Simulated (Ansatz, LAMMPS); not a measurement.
## Glassy 96GeO2-4K2O (mol %) (81 atoms): a reference run and its variants

Density of this cell: 3.47 g/cm³. The cell holds 81 atoms: 26 Ge, 2 K and 53 O. Cell: a = 11.041 Å, b = 11.041 Å, c = 11.041 Å, α = 90.0°, β = 90.0°, γ = 90.0°. 81 atoms (26 Ge, 2 K, 53 O) placed at random at 3.63 g/cm³, melted at 4000 K for 10 ps at fixed volume with the Morse and Coulomb pair potential with partial charges (Pedone, Malavasi, Menziani, Cormack and Segre, J. Phys. Chem. B 110, 11780 (2006)). Quenched from 4000 K to 300 K at 20 K/ps and fixed volume, held 10 ps at zero pressure.

Geometry: as built.

Reference run: Kohn-Sham DFT, PBE, PAW (set soft_2), plane waves (Ansatz 0.2.0), cutoff 420 eV, Γ point, fixed occupations.

```
r.m.s. force component                           : 1.167 eV/Å
pressure                                         : 6.278 GPa
gap (highest filled to lowest empty level) : 1.807 eV
SCF cycles                                       : 9
time                                             : 8.3 s on 8 threads of Intel Xeon Platinum 8488C (Sapphire Rapids), shared host
```

Q: Estimate how much each variant changes the results, and its time and memory.
- support functions low
- support functions medium
- support functions medium, radius 3.73 Å
- support functions medium, radius 4.0 Å
- support functions medium, radius 4.23 Å
- scf.n_extra_bands = 2

Each row is set against the plane-wave reference (Kohn-Sham DFT, PBE, PAW (set soft_2), plane waves; r.m.s. force component 1.17 eV/Å). Energies are set beside the reference only for runs with its functional, potentials and electron count. Times are for 8 threads of Intel Xeon Platinum 8488C (Sapphire Rapids), shared host. The reference's time includes the DOS, ELF, the stress and grids, which some other runs skip.

```tsv
run	Δ force, r.m.s. (meV/Å)	share of r.m.s. force (%)	Δ energy (meV/atom)	Δ pressure (GPa)	Δ gap (eV)	cycles	time	host memory (GiB)
reference	-	-	-	-	-	9	8.3 s	2.0
support functions low	4.78	0.410	-8.36	-	8.0e-4	13	38 s	3.7
support functions medium	4.80	0.411	-8.44	-	0.0011	16	72 s	5.3
support functions medium, radius 3.73 Å	4.80	0.411	-8.43	-	0.0011	15	63 s	5.1
support functions medium, radius 4.0 Å	4.8	0.411	-8.44	-	0.0012	16	79 s	5.6
support functions medium, radius 4.23 Å	4.79	0.411	-8.44	-	0.0012	16	93 s	6.1
scf.n_extra_bands = 2	0.019	0.0016	0	0	-1.0e-4	10	6 s	1.9
```

Among numerical settings the force difference runs from 0.019 meV/Å (scf.n_extra_bands = 2) to 4.8 meV/Å (support functions medium, radius 3.73 Å). At 81 atoms the fastest of the runs at a preset level, support functions low, takes roughly 4.6 times the time of plane waves (whose run also made extra analyses, so the like-for-like ratio is larger), in 13 SCF cycles against 9. Differences between support functions and plane waves include what basis error the plane-wave run still has. The force difference hardly changes among these support-function runs, which points to the basis of the plane-wave reference as its main source. As the radius goes from 3.73 to 4.23 Å, the force difference goes from 4.8 to 4.8 meV/Å, and the time from 63 s to 93 s. 

[Logs are printed without paths, hosts, clocks, repeated set-up lines and the standing remarks that a program may print on its own settings, such as how far it seeks lower states.]

[Hosts, paths, dates, database ids (printed as entryN), source tags and the programs' standing remarks are cut or masked in the printed files.]
